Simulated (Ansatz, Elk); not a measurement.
# Bonding as seen by X-rays: AlGa3C

The structure of AlGa3C used here is made up (a known structure type with other elements) and was relaxed beforehand with PBEsol. The aim is the Fourier transform of its all-electron density, F(hkl), set beside the sum over free spherical atoms that refinements use.

Method: DFT, PBE, all-electron APW+lo, Dirac cores, scalar-relativistic bands, static density, no spin, in Elk 11.2.3 (patched build).

The structure was built from a prototype and need not be the compound's stable phase.

**1. Set-up**

Symmetry: Pm-3m, No. 221, cubic system. The conventional cell has a = 4.282 Å, b = 4.282 Å, c = 4.282 Å, α = 90.00°, β = 90.00°, γ = 90.00°. Ga has 2 C at 2.14 Å and 8 Ga at 3.03 Å and 4 Al at 3.03 Å nearest. Nearest to Al lie 12 Ga at 3.03 Å. Nearest to C lie 6 Ga at 2.14 Å. Farther neighbours are not listed.

**2. Ground state and structure factors**

An all-electron density is needed, since X-rays see the cores too. Task 0 finds the density and task 195 Fourier-transforms it; tshift is off so that phases refer to the origin typed.

elk.in

```
tasks
  0
  195

xctype
  20

spinpol
  .false.

rgkmax
  7.0

gmaxvr
  14.0

lmaxo
  7

lmaxapw
  8

swidth
  0.002

tshift
  .false.

ramdisk
  .false.

hmaxvr
  5.5

maxscl
  120

epspot
  1e-06

sppath
  './'

avec
  8.09123452094 -0.00000000000 0.00000000000
  -0.00000000000 8.09123452094 0.00000000000
  0.00000000000 0.00000000000 8.09123452094

atoms
  3
  'Ga.in'
  3
  0.5000000000 -0.0000000000 0.5000000000   0.000000 0.000000 0.000000
  0.5000000000 0.5000000000 0.0000000000   0.000000 0.000000 0.000000
  0.0000000000 0.5000000000 0.5000000000   0.000000 0.000000 0.000000
  'Al.in'
  1
  -0.0000000000 0.0000000000 -0.0000000000   0.000000 0.000000 0.000000
  'C.in'
  1
  0.5000000000 0.5000000000 0.5000000000   0.000000 0.000000 0.000000

ngridk
  5 5 5
```

Command:

```sh
$ OMP_NUM_THREADS=4 elk
```

Numbers of over 12 decimals in the logs are rounded to 6 here.

The log of the run:

```text
┌─────────────────────────┐
│ Elk code version 11.2.3 │
└─────────────────────────┘

All units are atomic (Hartree, Bohr, etc.)

┌─────────────────────────────────────────────────┐
│ Ground-state run starting from atomic densities │
└─────────────────────────────────────────────────┘

Lattice vectors :
   8.091234521      -0.000000000       0.000000000
  -0.000000000       8.091234521       0.000000000
   0.000000000       0.000000000       8.091234521

Reciprocal lattice vectors :
  0.7765422311       0.000000000      -0.000000000
   0.000000000      0.7765422311      -0.000000000
  -0.000000000      -0.000000000      0.7765422311

Unit cell volume      :    529.7175571
Brillouin zone volume :   0.4682688163

Muffin-tin inner radius fraction :   0.1000000000E-01

Nuclei treated as point charges

Species : 1 (Ga)
 parameters loaded from : Ga.in
 name : gallium
 nuclear charge    :   -31.00000000
 electronic charge :    31.00000000
 atomic mass :    127097.2539
 muffin-tin radius :    2.283209863
 number of radial points in muffin-tin :    993
 inner part over the whole radius :   0.9941370933E-02
 number on inner part of muffin-tin    :    701
 approximate nuclear radius :   0.7562051033E-04
 number of mesh points to nuclear radius :    340
 atomic positions (lattice), magnetic fields (Cartesian) :
  1 :   0.50000000  0.00000000  0.50000000    0.00000000  0.00000000  0.00000000
  2 :   0.50000000  0.50000000  0.00000000    0.00000000  0.00000000  0.00000000
  3 :   0.00000000  0.50000000  0.50000000    0.00000000  0.00000000  0.00000000

Species : 2 (Al)
 parameters loaded from : Al.in
 name : aluminium
 nuclear charge    :   -13.00000000
 electronic charge :    13.00000000
 atomic mass :    49184.33496
 muffin-tin radius :    2.200000000
 number of radial points in muffin-tin :    793
 inner part over the whole radius :   0.9821194981E-02
 number on inner part of muffin-tin    :    552
 approximate nuclear radius :   0.5839653600E-04
 number of mesh points to nuclear radius :    244
 atomic positions (lattice), magnetic fields (Cartesian) :
  1 :   0.00000000  0.00000000  0.00000000    0.00000000  0.00000000  0.00000000

Species : 3 (C)
 parameters loaded from : C.in
 name : carbon
 nuclear charge    :   -6.000000000
 electronic charge :    6.000000000
 atomic mass :    21894.16674
 muffin-tin radius :    1.712407397
 number of radial points in muffin-tin :    593
 inner part over the whole radius :   0.9827616300E-02
 number on inner part of muffin-tin    :    405
 approximate nuclear radius :   0.4747601631E-04
 number of mesh points to nuclear radius :    166
 atomic positions (lattice), magnetic fields (Cartesian) :
  1 :   0.50000000  0.50000000  0.50000000    0.00000000  0.00000000  0.00000000

Total number of atoms per unit cell :    5
Total muffin-tin volume :    215.2066452
 ratio of muffin-tin to unit cell volume :   0.4062667780

Spin treatment :
 spin-unpolarised

Number of Bravais lattice symmetries :   48
Number of crystal symmetries         :   48
Crystal has inversion symmetry
Real symmetric eigensolver will be used

k-point grid :      5     5     5
k-point offset :    0.000000000       0.000000000       0.000000000
k-point set is reduced with full crystal symmetry group
Total number of k-points :       10

Muffin-tin radius times maximum |G+k| :    7.000000000
 using average radius
Maximum |G+k| for APW functions       :    3.252172432
Maximum (1/2)|G+k|²                   :    5.288312764
Maximum |G| for potential and density :    14.00000000
Constant for pseudocharge density :    8
 order of it for each species :   15  15  15
 order of it for pair densities of each species (exact exchange by exxq0 0: 16) :   11  10   5
Radial integration step length :    1

G-vector grid sizes :     40    40    40
Number of G-vectors :    24573

Maximum angular momentum used for
 APW functions            :    8
 outer part of muffin-tin :    7
 inner part of muffin-tin :    2

Total nuclear charge    :   -112.0000000
[...]
electron entropic           :    -0.59427118478055E-03
 total energy                :     -6113.7447027109

Density of states at Fermi energy :    50.80188612
 (states/Hartree/unit cell)

Estimated indirect band gap :   0.7478640232E-02
 from k-point 8 to k-point 3
Estimated direct band gap   :   0.3745030831E-01
 at k-point 8

Charges :
 core                        :    60.00000000
 valence                     :    52.00000000
 interstitial                :    7.321981886
 muffin-tins (core leakage)
  species : 1 (Ga)
   atom 1                    :    29.30087647     (  0.1447282550E-02)
[...]
species : 2 (Al)
[...]
species : 3 (C)
[...]
total in muffin-tins        :    104.6780181
 total calculated charge     :    111.9937802
 total charge                :    112.0000000
 error                       :   0.6219778573E-02

RMS change in Kohn-Sham potential (target) :    1.274171066     (  0.1000000000E-05)
Absolute change in total energy (target)   :   0.2758195839E-02 (  0.1000000000E-03)

[... loops 3 to 17 left out ...]

┌──────────────────┐
│ Loop number : 18 │
└──────────────────┘

Energies :
 Fermi                       :     0.248310
 sum of occupied eigenvalues :     -3492.9620498732
 electron kinetic            :      6229.2627784913
 core electron kinetic       :      5757.4792622665
 Coulomb                     :     -12091.319391651
 Coulomb potential           :     -9395.9716909722
 nuclear-nuclear             :     -850.37043845270
 electron-nuclear            :     -13105.568535143
 Hartree                     :      1864.6195819448
 Madelung                    :     -7393.3335461647
 xc potential                :     -326.25313739231
 exchange                    :     -245.81386621675
 correlation                 :     -5.267438
 electron entropic           :    -0.23682062705608E-02
 total energy                :     -6113.1402858782

Density of states at Fermi energy :    194.6619978
 (states/Hartree/unit cell)

Estimated indirect band gap :   0.4931920153E-03
 from k-point 2 to k-point 6
Estimated direct band gap   :   0.1238015028E-02
 at k-point 6

Charges :
 core                        :    60.00000000
 valence                     :    52.00000000
 interstitial                :    7.676453698
 muffin-tins (core leakage)
  species : 1 (Ga)
[...]
species : 2 (Al)
[...]
species : 3 (C)
[...]
total in muffin-tins        :    104.3235463
 total calculated charge     :    111.9944120
 total charge                :    112.0000000
 error                       :   0.5587990282E-02

RMS change in Kohn-Sham potential (target) :   0.4732130698E-06 (  0.1000000000E-05)
Absolute change in total energy (target)   :   0.1938249443E-04 (  0.1000000000E-03)

Convergence targets achieved

┌──────────────────┐
│ Loop number : 19 │
└──────────────────┘

Energies :
 Fermi                       :     0.248310
 sum of occupied eigenvalues :     -3492.9620454959
 electron kinetic            :      6229.2627795077
 core electron kinetic       :      5757.4792641448
 Coulomb                     :     -12091.319388431
 Coulomb potential           :     -9395.9716910709
 nuclear-nuclear             :     -850.37043845270
 electron-nuclear            :     -13105.568528653
 Hartree                     :      1864.6195786749
 Madelung                    :     -7393.3335428955
 xc potential                :     -326.25313393265
 exchange                    :     -245.81386602140
 correlation                 :     -5.267438
 electron entropic           :    -0.23682064291462E-02
 total energy                :     -6113.1402814452

Density of states at Fermi energy :    194.6620150
 (states/Hartree/unit cell)

Estimated indirect band gap :   0.4931891843E-03
 from k-point 2 to k-point 6
Estimated direct band gap   :   0.1238014269E-02
 at k-point 6

Charges :
 core                        :    60.00000000
 valence                     :    52.00000000
 interstitial                :    7.676453713
 muffin-tins (core leakage)
  species : 1 (Ga)
[...]
atom 3                    :    29.42686009     (  0.1384810602E-02)
  species : 2 (Al)
   atom 1                    :    11.10478681     (  0.4599302735E-03)
  species : 3 (C)
   atom 1                    :    4.938179202     (  0.7723980674E-05)
 total in muffin-tins        :    104.3235463
 total calculated charge     :    111.9944120
 total charge                :    112.0000000
 error                       :   0.5587990458E-02

┌──────────────────────────────┐
│ Self-consistent loop stopped │
└──────────────────────────────┘

Warning : core states of species 1 leak from the muffin-tin :   0.1384810602E-02

Warning : core states of species 2 leak from the muffin-tin :   0.4599302735E-03

Wrote STATE.OUT
```

Wall time 20 s (4 threads of Arm Neoverse V1, shared host); peak memory 0.16 GiB.

SFACRHO.OUT:

```text

h k l indices transformed by vhmat matrix:
   1.000000000       0.000000000       0.000000000    
   0.000000000       1.000000000       0.000000000    
   0.000000000       0.000000000       1.000000000    

      h      k      l  multipl.   |H|            Re(F)            Im(F)           |F|

      0      0      0      1   0.0000000       112.00000     -0.10964934E-16   112.00000    
      0      1      0      6  0.77654223      -22.289054      0.69082459E-14   22.289054    
      0     -1      1     12   1.0981966      -12.090729      0.12851484E-14   12.090729    
      1     -1     -1      8   1.3450106       79.561327      0.57118002E-14   79.561327    
     -2      0      0      6   1.5530845       82.816725      0.12196792E-13   82.816725    
     -1      0     -2     24   1.7364012      -17.306994     -0.65711190E-14   17.306994    
     -2      1      1     24   1.9021322      -11.251220     -0.10611830E-13   11.251220    
     -2      2      0     12   2.1963931       70.943247     -0.22491693E-14   70.943247    
     -2     -1      2     24   2.3296267      -14.552708     -0.31708502E-14   14.552708    
      3      0      0      6   2.3296267      -14.646080      0.15391964E-13   14.646080    
     -3      0     -1     24   2.4556421      -9.9835465      0.10908944E-14   9.9835465    
     -3     -1      1     24   2.5754992       60.731870      0.13810994E-13   60.731870    
      2      2      2      8   2.6900212       62.857008     -0.28074964E-13   62.857008    
      0     -2     -3     24   2.7998628      -12.916693     -0.14220275E-13   12.916693    
     -2      3      1     48   2.9055550      -8.9642596     -0.88887171E-14   8.9642596    
      0      0      4      6   3.1061689       56.640857     -0.16688333E-13   56.640857    
      0      4     -1     24   3.2017656      -11.746986     -0.33107497E-14   11.746986    
      3      2      2     24   3.2017656      -11.709135      0.13184477E-13   11.709135
```

Elk indexes on the primitive cell of elk.in and gives |H| = 4π sin θ/λ in inverse bohr. Below, one row stands for each form hkl of the conventional cell (m members, Friedel mates merged), F is for one primitive cell and the density is static (no thermal factor). Free-atom factors are Waasmaier and Kirfel's, and R is Σm||F|−|F'||/Σm|F|.

```
hkl   m  sin θ/λ (Å⁻¹)  abs F, DFT  neutral atoms   diff.
100   6          0.117      22.289         22.084  +0.205
110  12          0.165      12.091         12.368  -0.278
111   8          0.202      79.561         80.145  -0.583
200   6          0.234      82.817         83.073  -0.257
210  24          0.261      17.307         17.320  -0.013
211  24          0.286      11.251         11.325  -0.074
220  12          0.330      70.943         71.287  -0.344
221  24          0.350      14.553         14.694  -0.141
300   6          0.350      14.646         14.694  -0.048
310  24          0.369       9.983         10.046  -0.062
311  24          0.387      60.732         60.884  -0.152
222   8          0.405      62.857         63.030  -0.173
320  24          0.421      12.917         12.966  -0.050
321  48          0.437       8.964          8.970  -0.005
400   6          0.467      56.641         56.693  -0.052
410  24          0.481      11.747         11.738  +0.009
322  24          0.481      11.709         11.738  -0.029
330  12          0.495       8.091          8.100  -0.010
```

**3. The highest occupied states alone**

An energy window below the Fermi level keeps the highest occupied states, to see at which angles they scatter; shallow core shells can lie inside it and anion s states outside. No new self-consistency is needed.

Edit elk.in of step 2 so:

```diff
@@ -1,3 +1,2 @@
 tasks
-  0
   195
@@ -40,2 +39,5 @@
 
+wsfac
+  -0.192680 0.548310
+
 sppath
```

Command:

```sh
$ OMP_NUM_THREADS=4 elk
```

The log of the run:

```text
┌─────────────────────────────────┐
│ Elk code version 11.2.3 started │
└─────────────────────────────────┘

Info(readinput): the functional depends on the density's gradient
 muffin-tin radial points multiplied by    2.00000
 (not where nrmtscf is given)

┌────────────────────┐
│ Current task : 195 │
└────────────────────┘
Info(checkmt): changed muffin-tin radius of species 1 (Ga) from   2.4000 to   2.2832
Info(checkmt): changed muffin-tin radius of species 3 (C) from   1.8000 to   1.7124

Info(sfacrho): density structure factors written to SFACRHO.OUT

 Energy window :  -0.1926800000      0.5483100000

┌──────────────────┐
│ Elk code stopped │
└──────────────────┘
```

The job ended after 8.6 s (4 threads; peak memory 0.16 GiB; 9.6 s of CPU time).

States within 12 eV below the Fermi level hold 14.51 electrons; any levels below the window count with the cores, and a count that is not whole means the window cuts a band. Their amplitudes can exceed the total, where window and core parts have opposite phase:

```
hkl  sin θ/λ (Å⁻¹)  abs F, window  abs F, all
100          0.117          2.430      22.289
110          0.165          1.666      12.091
111          0.202          0.560      79.561
200          0.234          1.415      82.817
210          0.261          0.944      17.307
211          0.286          0.502      11.251
220          0.330          0.253      70.943
221          0.350          0.276      14.553
300          0.350          0.355      14.646
310          0.369          0.199       9.983
```

**4. Another functional**

The difference from free atoms is small, so it is set against the change that PBEsol makes.

Edit elk.in of step 3 so:

```diff
@@ -1,2 +1,3 @@
 tasks
+  0
   195
@@ -4,3 +5,3 @@
 xctype
-  20
+  22
 
@@ -39,5 +40,2 @@
 
-wsfac
-  -0.192680 0.548310
-
 sppath
```

Command:

```sh
$ OMP_NUM_THREADS=4 elk
```

The log of the run:

```text
┌─────────────────────────┐
│ Elk code version 11.2.3 │
└─────────────────────────┘

All units are atomic (Hartree, Bohr, etc.)

┌─────────────────────────────────────────────────┐
│ Ground-state run starting from atomic densities │
└─────────────────────────────────────────────────┘

Lattice vectors :
   8.091234521      -0.000000000       0.000000000
  -0.000000000       8.091234521       0.000000000
   0.000000000       0.000000000       8.091234521

Reciprocal lattice vectors :
  0.7765422311       0.000000000      -0.000000000
[...]
species : 2 (Al)
   atom 1                    :    11.09757744     (  0.4689589151E-03)
  species : 3 (C)
   atom 1                    :    4.916910530     (  0.8017567623E-05)
 total in muffin-tins        :    104.3206638
 total calculated charge     :    111.9943468
 total charge                :    112.0000000
 error                       :   0.5653199790E-02

┌──────────────────────────────┐
│ Self-consistent loop stopped │
└──────────────────────────────┘

Warning : core states of species 1 leak from the muffin-tin :   0.1406494125E-02

Warning : core states of species 2 leak from the muffin-tin :   0.4689589151E-03

Wrote STATE.OUT
[key lines of the parts left out:]
total energy                :     -6108.1256333891
```

The job ended after 20 s (4 threads; peak memory 0.16 GiB).

Against the first run R = 0.04 %; the largest change is -0.035 at 200.

**5. A coarser k-mesh**

About half the k-points along each axis test the sampling.

Edit elk.in of step 4 so:

```diff
@@ -5,3 +5,3 @@
 xctype
-  22
+  20
 
@@ -63,2 +63,2 @@
 ngridk
-  5 5 5
+  2 2 2
```

Command:

```sh
$ OMP_NUM_THREADS=4 elk
```

The log of the run:

```text
┌─────────────────────────┐
│ Elk code version 11.2.3 │
└─────────────────────────┘

All units are atomic (Hartree, Bohr, etc.)

┌─────────────────────────────────────────────────┐
│ Ground-state run starting from atomic densities │
└─────────────────────────────────────────────────┘

Lattice vectors :
   8.091234521      -0.000000000       0.000000000
  -0.000000000       8.091234521       0.000000000
   0.000000000       0.000000000       8.091234521

Reciprocal lattice vectors :
  0.7765422311       0.000000000      -0.000000000
[...]
species : 2 (Al)
   atom 1                    :    11.12380235     (  0.4623068881E-03)
  species : 3 (C)
   atom 1                    :    4.910073472     (  0.7673974940E-05)
 total in muffin-tins        :    104.3689378
 total calculated charge     :    111.9943423
 total charge                :    112.0000000
 error                       :   0.5657729323E-02

┌──────────────────────────────┐
│ Self-consistent loop stopped │
└──────────────────────────────┘

Warning : core states of species 1 leak from the muffin-tin :   0.1388082439E-02

Warning : core states of species 2 leak from the muffin-tin :   0.4623068881E-03

Wrote STATE.OUT
[key lines of the parts left out:]
total energy                :     -6113.1725997891
```

Run time: 15 s. Hardware: 4 threads; peak memory 0.16 GiB.

Against the first run R = 0.02 %; the largest change is +0.096 at 111.

**6. Settings against the effect**

```
          run  R against the first run (%)  R against neutral atoms, low angle (%)  wall time
PBE, rgkmax 7                         0.00                                    0.61       20 s
       PBEsol                         0.04                                    0.62       20 s
 k-mesh 2×2×2                         0.02                                    0.56       15 s
```

**7. What came out**

```
R against neutral atoms, sin θ/λ < 0.3 Å⁻¹ : 0.61 %
R against neutral atoms, 0.3 to 0.83 Å⁻¹   : 0.23 %
```

**Reading.** Independent neutral atoms miss the calculated amplitudes by R = 0.61 % below 0.3 Å⁻¹ and 0.23 % from there to 0.83 Å⁻¹; by shells, 0.92 % below 0.15 Å⁻¹ (1 form), 0.59 % 0.15 to 0.3 (5 forms), 0.37 % 0.3 to 0.45 (8 forms), 0.19 % above 0.45 (46 forms). Bonding, aspherical density and the tables' own atoms all enter these figures, and the runs don't part them. The largest change of an amplitude is -0.58 electrons, at 111. The window's part falls from 14.5 electrons at the origin to at most 0.29 between 0.45 and 0.83 Å⁻¹. Below 0.3 Å⁻¹ the changes that finished (PBEsol and k-mesh 2×2×2) move F by R = 0.10 % at most, against the 0.61 % that separates it from free atoms. The basis has no finished test. Part of the difference isn't bonding: the tables are fits to free atoms and ions calculated by other methods than this functional. Thermal motion, anomalous dispersion and extinction are left out.

[Logs are printed without paths, hosts, clocks, repeated set-up lines and the standing remarks that a program may print on its own settings, such as how far it seeks lower states.]

[Hosts, paths, dates, database ids (printed as entryN), source tags and the programs' standing remarks are cut or masked in the printed files.]
